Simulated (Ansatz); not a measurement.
# CuPd (Skaergaardite, Pm-3m): phonons and vibrational spectra, part 2 of 2

Aim: the vibrations of CuPd (Skaergaardite, Pm-3m), their spectra, and whether the structure is stable.

Ansatz 0.2.0; DFT PBEsol, scalar-relativistic, plane waves, PAW.

So far. Step 3 (Tight relaxation): The forces vanish by symmetry and the pressure is 0.000 GPa, within the tolerances set. The cell now holds 12.98 Å³/atom. Step 4 (Zone-centre response): Before it was imposed, the acoustic sum rule was missed by 4.6e-5 eV/Å². Small misses are needed for a sound result but don't prove that mesh and cutoff are converged. The lowest optical mode is real, 223 cm⁻¹. The relaxed cell has a = 2.961 Å (conventional setting).

The database entry behind the starting cell differs from later determinations by our own check (about 0.35 % long), so it need not match the best structure at ambient conditions.

### 5. Response at finite wavevector

Stability and thermal properties need the whole zone. Linear response on a 4×4×4 q mesh gives force constants as far as a supercell of that size would.

input.yaml

```yaml
crystal:
  lattice:
    - [2.9612935325, 0.0, 0.0]
    - [0.0, 2.9612935325, 0.0]
    - [0.0, 0.0, 2.9612935325]
  atoms:
    - { symbol: Cu, position: [0.0, 0.0, 0.0] }
    - { symbol: Pd, position: [0.5, 0.5, 0.5] }
kpoints:
  mp_grid: { grid: [16, 16, 16] }
hamiltonian:
  xc: pbesol
scf:
  occupations: { method: methfessel_paxton, width: 0.2 }
output:
  eigenvalues: true
phonons:
  method: dfpt
  qmesh: [4, 4, 4]
  temperatures: { t_max: 1000, t_step: 50 }
  qpath:
    path:
      - [[0.0, 0.0, 0.0], [0.0, 0.5, 0.0], [0.5, 0.5, 0.0], [0.0, 0.0, 0.0], [0.5, 0.5, 0.5], [0.0, 0.5, 0.0]]
      - [[0.5, 0.5, 0.5], [0.5, 0.5, 0.0]]
    npoints: 10
```

On the command line:

```console
$ ansatz run input.yaml --threads 4 --pin off --max-ram 7168MiB --backend cpu --events-out ev --progress --plain --runs-dir out
```

Numbers of over 12 decimals in the logs are rounded to 6 here.

Log:

```text
[...]
Crystal: 2 atoms, lattice volume = 25.968 Å³
Basis set: ecut = 420 eV, 485 PW (Γ), exchange–correlation on 40×40×40 points (8 copies of the dense FFT grid, shifted against one another)
Bands: 23, of which v1, the nominal top of the filled ones, is band 19 counted from 1 (18 counted from 0)
Symmetry: 48 space group operations
k-points: 165 of 4096
[...]
SCF iter   1: F=—  HF=-13495.643345 eV  |F-HF|=—  |Δ(HF+E_count)|=         —  Δρ=1.56e-2  dr2=3.63e-2  ethr=1.77e-3  ⟨swp⟩=5.0  Hψ=15337  notcnv=0
[...]
SCF iter   7: F=-13495.635668 eV  HF=-13495.635668 eV  |F-HF|=3.64e-12  |Δ(HF+E_count)|=  4.00e-11  S|Δr|=    0.00e0  Δρ=9.18e-8  dr2=4.01e-13  ethr=1.00e-12  ⟨swp⟩=6.4  Hψ=17932  notcnv=0
SCF 1 converged in 7 iterations: F = -13495.635668 eV  dr2 = 4.01e-13
[...]
phonons: the bands overlap, so this run is a metal and interpolates without the dipole-dipole term. If the crystal is really an insulator or semiconductor, its LO-TO splitting is missing
NSCF: frozen V_eff on 165 k-points
[...]
DFPT response loops at q = (0, 0, 0) (fractional): preconditioner auto → Kerker (q_TF=auto, 2.894 Å⁻¹) (partly filled bands, converged f_vac=0.000); β = 1.00, the filter's whole step (`scf.mixing.beta` (0.50) is not read by the response loops under this deck's `scf.mixing.preconditioner`; to damp them name `kerker` or `kerker_dos`, under which they read `scf.mixing.beta`, and type it under 1.00, their step now; both keys bind the ground state too); Broyden in place of MSR1
[...]
SCF converged after 7 iterations
[...]
Free energy (F): -13495.635668 eV
[...]
Internal energy: -13495.642187 eV  (E = F + TS)
E sigma→0 (E₀):  -13495.637297 eV
Entropy (-TS):   0.006519 eV (3.260 meV/atom)
Fermi energy:    18.417646 eV
[...]
--- Band table (eV; the first three rows and the last of 165) ---
  k-point 0: bands = [... 15 lower, 17.3177, 18.3336, 18.3336, 18.3336, 27.4343, 27.4343, 27.4343, 34.6728]
  k-point 1: bands = [... 15 lower, 17.3307, 18.2585, 18.2585, 18.3109, 26.9521, 27.5956, 27.5956, 34.6101]
  k-point 2: bands = [... 15 lower, 17.3688, 18.0519, 18.0519, 18.2439, 25.8096, 28.0594, 28.0594, 34.4319]
  k-point 164: bands = [... 15 lower, 17.1884, 18.2680, 18.2680, 24.9020, 26.4680, 26.4680, 26.4680, 27.9160]
--- Phonons (Γ-DFPT): 2 representative perturbations + reference (Σ response iterations 8) ---
  ASR residual: 4.028e-5 → 0.000e0 eV/Å²; symmetrization residual: 5.389e-6 eV/Å²
  ASR residual per site (eV/Å²): 2.21e-5 4.03e-5
  Γ frequencies (cm⁻¹): 0.00 0.00 0.00 223.44 223.44 223.44
--- Phonons (arbitrary-q DFPT): 10 irreducible q on the 4×4×4 mesh ---
  q = [0.0000, 0.0000, 0.0000] (star 1, of the zone-centre solve; hermiticity 1.48e-6, symmetrization 1.91e-12): -0.00 0.00 0.00 223.44 223.44 223.44
  q = [0.0000, 0.0000, 0.2500] (star 6, 4 solved perturbations in 4032 linear systems a pass and spin channel, the states on 1296 of 4096 k-point pairs; hermiticity 1.74e-6, symmetrization 2.03e-12): 84.67 84.67 112.35 210.82 210.82 220.79
[...]
q = [0.0000, 0.2500, -0.5000] (star 12, 6 solved perturbations on 1296 of 4096 k-point pairs; hermiticity 1.59e-6, symmetrization 4.36e-9): 95.08 107.32 134.56 185.57 225.94 230.01
[...]
sum rule: each row above includes the acoustic sum rule's correction from the zone centre's row sums; it moved no ω² by more than (0.32 cm⁻¹)²
  mesh force constants: q→R imaginary residual 3.62e-18; ASR residual 4.028e-5 → 0.000e0 eV/Å²; symmetrization residual 1.066e-14 eV/Å²
  interpolated dispersion: 62 rows × 6 modes
  density of states and harmonic sums: on the 24×24×24 q-mesh, interpolated from the force constants of a 4×4×4 supercell (no non-analytic term)
  largest difference from the sums on the solved wave vectors: F 1.12e-2 eV, S 1.52e-5 and C_V 4.02e-6 eV/K
  zero-point energy: 0.059534 eV/cell   skipped modes (ω ≤ 0): 3   left out of the sums: 3.62e-5 of the cell's modes: C_V's classical limit lies that fraction below 3 k_B per atom; for a crystal, a wire or a layer, F and S can be off by more, and a phonons.interpolated_qmesh denser along its periods is the remedy for the sampling
```

It took 9.8 min on 4 threads of Arm Neoverse V1, shared host; peak memory 3.5 GiB; 38 min of CPU time.

Numbers from this step:

| Item | Value |
| --- | --- |
| sum-rule residual before enforcement | 4.03e-5 eV/Å² |
| lowest frequency on the path | 0 cm⁻¹ |
| highest frequency on the path or at a solved wavevector | 245.4 cm⁻¹ |
| mean frequency | 160.1 cm⁻¹ |
| Debye temperature (second moment) | 317 K |
| logarithmic mean frequency | 146.8 cm⁻¹ |
| lowest mode on the q mesh (acoustic modes at Γ apart) | 37.36 cm⁻¹ |
| zero-point energy per atom | 29.77 meV |
| heat capacity at 300 K | 23.62 J/(mol atoms K) |
| vibrational entropy at 300 K | 34.38 J/(mol atoms K) |

Frequencies (cm⁻¹) solved at each irreducible wavevector; negative means imaginary. Frequencies by wavevector, by row:

```csv
q in reciprocal lattice units,star,mode 1,mode 2,mode 3,mode 4,mode 5,mode 6
0 0 0,1,0,0,0,223.4,223.4,223.4
0 0 0.25,6,84.7,84.7,112.3,210.8,210.8,220.8
0 0 -0.5,3,136.6,136.6,176.6,189.2,189.2,198
0 0.25 0.25,12,37.4,108.8,158.1,194.2,200.8,234.4
0 0.25 -0.5,12,95.1,107.3,134.6,185.6,225.9,230
0 -0.5 -0.5,3,49.6,49.6,134.1,183.4,245.4,245.4
0.25 0.25 0.25,8,95.5,95.5,130.1,210.3,217.9,217.9
0.25 0.25 -0.5,12,88.8,101.1,148.9,187.3,224,227.5
0.25 -0.5 -0.5,6,101.8,101.8,146.9,183.8,225.5,225.5
-0.5 -0.5 -0.5,1,160.2,160.2,160.2,179.6,179.6,179.6
```

Interpolated from a 4×4×4 q mesh. The phonon branches at the labelled points (cm⁻¹):

```csv
point,branch 1,branch 2,branch 3,branch 4,branch 5,branch 6
Γ,0,0,0,223,223,223
halfway,85,85,112,211,211,221
X,137,137,177,189,189,198
halfway,95,107,135,186,226,230
M,50,50,134,183,245,245
halfway,37,109,158,194,201,234
Γ,0,0,0,223,223,223
halfway,96,96,130,210,218,218
R,160,160,160,180,180,180
halfway,89,101,149,187,224,228
X,137,137,177,189,189,198
jump to R,160,160,160,180,180,180
halfway,102,102,147,184,226,226
M,50,50,134,183,245,245
```

The phonon branches as a text plot (rows in cm⁻¹):

```
    240 |           *********                                 ***
    230 |           *        ****                   **       *
    220 |*****    **      *     ************      *****     *
    210 |   ***   *        ** **    *   *****     *    *   *
    199 |     ****           **      ***    **   *      **
    189 |      *******   *****               *  * *********   *
    179 |       *     ***                     ****       ***** **
    169 |      * *
    158 |                    *               ******     * **
    148 |     *               *        *        *  ***      **
    138 |      *********** **        **     **        ****    ***
    128 |    *     *      *             *  *     *    * *  *
    118 |     *   *       ***  *            *     *    *    *
    107 |   *      *         *           ***      ** **
     97 |    *                      *   *          **        *
     87 |   *       *    *    *                     **
     77 |            *          *      *                      *
     66 |  *         ** *      *                               *
     56 |  *          *            * **                         *
     46 | *            ******   **
     36 | *                  *      *
     26 |*                    ** *
     15 |*                      *  *
      5 |                        **
         Γ      X      M          Γ            R        X|R     M
```

The phonon density of states has structure finer than the step of the table below, so its rows give means over 10 cm⁻¹, whole bins alone (the curve runs from 1 to 245 cm⁻¹). Peaks (cm⁻¹: height): 103.0: 0.0339, 135.0: 0.0651, 185.0: 0.0650, 193.0: 0.0701, 227.0: 0.101.

Tetrahedra on a 24×24×24 mesh, mean over bins of 2 cm-1. Interpolated from a 4×4×4 q mesh. The phonon density of states by wavenumber; means over each step:

```csv
wavenumber (cm⁻¹),phonon density of states (1/cm⁻¹/cell)
10,2.1e-4
20,0.00112
30,0.00252
40,0.00484
50,0.0107
60,0.0155
70,0.0189
80,0.0234
90,0.0267
100,0.0303
110,0.0287
120,0.0272
130,0.0351
140,0.0400
150,0.0259
160,0.00841
170,4.8e-4
180,0.0105
190,0.0585
200,0.0422
210,0.0389
220,0.0564
230,0.0704
240,0.0228
```

The partial phonon density of states has structure finer than the step of the table below, so its rows give means over 10 cm⁻¹, whole bins alone (the curve runs from -10 to 263 cm⁻¹). Peaks (cm⁻¹: height): Cu 103.2: 0.0141, 187.2: 0.0559, 226.6: 0.0511; Pd 103.2: 0.0232, 134.0: 0.0451, 226.6: 0.0337.

Phonopy on the run's constants, 19x19x19 mesh, Gaussian sigma 2.0 cm-1. Interpolated from a 4×4×4 q mesh. The partial phonon density of states by wavenumber; means over each step; values in 1/cm⁻¹/cell:

```csv
wavenumber (cm⁻¹),Cu,Pd
0,2.5e-5,4.2e-5
10,9.1e-5,1.5e-4
20,5.2e-4,8.5e-4
30,9.2e-4,0.00148
40,0.00204,0.00322
50,0.00444,0.00640
60,0.00647,0.00943
70,0.00717,0.0108
80,0.00874,0.0138
90,0.0106,0.0175
100,0.0110,0.0190
110,0.00905,0.0184
120,0.00764,0.0197
130,0.00635,0.0300
140,0.00464,0.0337
150,0.00286,0.0220
160,9.1e-4,0.00916
170,1.3e-4,5.0e-4
180,0.0131,2.8e-4
190,0.0519,0.00374
200,0.0341,0.00826
210,0.0271,0.0118
220,0.0361,0.0212
230,0.0402,0.0276
240,0.0132,0.0103
250,6.4e-4,5.3e-4
```

Second derivatives of the energy by pair, one row for each kind of neighbour of each atom listed. Each entry sums the pair over the periodic images of the supercell that the q mesh stands for, and in a polar crystal it holds the long-range dipole part too. Force constants by pair, by row:

```csv
atom,neighbour,distance (Å),third of the trace (eV/Å²),along the pair's line (eV/Å²)
Cu1,itself,0,8.073,–
Cu1,Pd,2.565,-0.9057,-3.082
Cu1,Cu,2.961,0.0123,-0.0658
Cu1,Cu,4.188,-0.0424,-0.1057
Cu1,Pd,4.911,-0.0072,-0.0126
Cu1,Cu,5.129,-0.0375,-0.1247
Cu1,Cu,5.923,-0.0067,-0.0296
Cu1,Pd,6.454,0.0046,0.0089
Cu1,Cu,6.622,0.0071,-5.00e-4
Pd2,itself,0,9.204,–
Pd2,Cu,2.565,-0.9057,-3.082
Pd2,Pd,2.961,-0.2216,-0.997
Pd2,Pd,4.188,-0.0435,-0.1214
Pd2,Cu,4.911,-0.0072,-0.0126
Pd2,Pd,5.129,0,-0.0281
Pd2,Pd,5.923,0.0035,-0.0169
Pd2,Cu,6.454,0.0046,0.0089
Pd2,Pd,6.622,-0.007,-0.0168
```

Harmonic thermodynamic functions per atom, from the density of states. Interpolated from a 4×4×4 q mesh. Thermodynamic functions, by row:

```csv
T (K),F_vib (meV/atom),S (J/mol-atom/K),C_V (J/mol-atom/K)
0,29.77,0,0
50,29.24,3.426,7.181
100,25.4,11.51,16.2
200,5.99,25.07,22.11
300,-25.1,34.38,23.62
400,-64.45,41.26,24.18
500,-110.1,46.69,24.45
600,-160.9,51.16,24.6
700,-216,54.96,24.69
800,-274.7,58.26,24.75
900,-336.6,61.18,24.79
1000,-401.4,63.8,24.82
```

Harmonic mean-square displacement, third of the trace. Interpolated from a 4×4×4 q mesh. Mean square displacements, by row:

```csv
T (K),Cu1 U_eq (Å²),Pd2 U_eq (Å²)
0,0.00181,0.00136
100,0.00311,0.00261
300,0.00783,0.0069
600,0.01534,0.01362
```

Symmetry leaves 10 wavevectors to solve. The lowest mode among them, the acoustic zeros apart, lies at q = (0, 0.25, 0.25) and is real, 37.4 cm⁻¹.

### 6. What came out

- space group after relaxation (within 0.01 Å): Pm-3m
- volume per atom: 13.0 Å³
- electronic character: no gap on this mesh
- highest optical mode at the zone centre (no LO-TO term): 223 cm⁻¹
- lowest optical zone-centre mode: 223 cm⁻¹
- lowest mode on the q mesh (acoustic modes at Γ apart): 37.4 cm⁻¹
- highest frequency on the path or at a solved wavevector: 245 cm⁻¹
- zero-point energy per atom: 29.8 meV
- heat capacity at 300 K: 23.6 J/(mol atoms K)
- vibrational entropy at 300 K: 34.4 J/(mol atoms K)
- Debye temperature (second moment): 317 K
- imaginary modes on the 4×4×4 q mesh: none

What this shows: The structure is a minimum as far as tested: no mode is imaginary at the 10 irreducible wavevectors of the 4×4×4 mesh, and the softest away from the acoustic zeros lies at 37 cm⁻¹. The optical modes at Γ form one degenerate level at 223 cm⁻¹. With no gap, or one that is small against the smearing, the frequencies hang on the k mesh and the smearing, most of all near Kohn anomalies. The phonon runs are without spin polarisation, although the cell has an odd electron count. These are harmonic frequencies at zero temperature: anharmonic shifts, linewidths and thermal expansion are left out.

[Logs are printed without paths, hosts, clocks, repeated set-up lines and the standing remarks that a program may print on its own settings, such as how far it seeks lower states.]

[Hosts, paths, dates, database ids (printed as entryN), source tags and the programs' standing remarks are cut or masked in the printed files.]
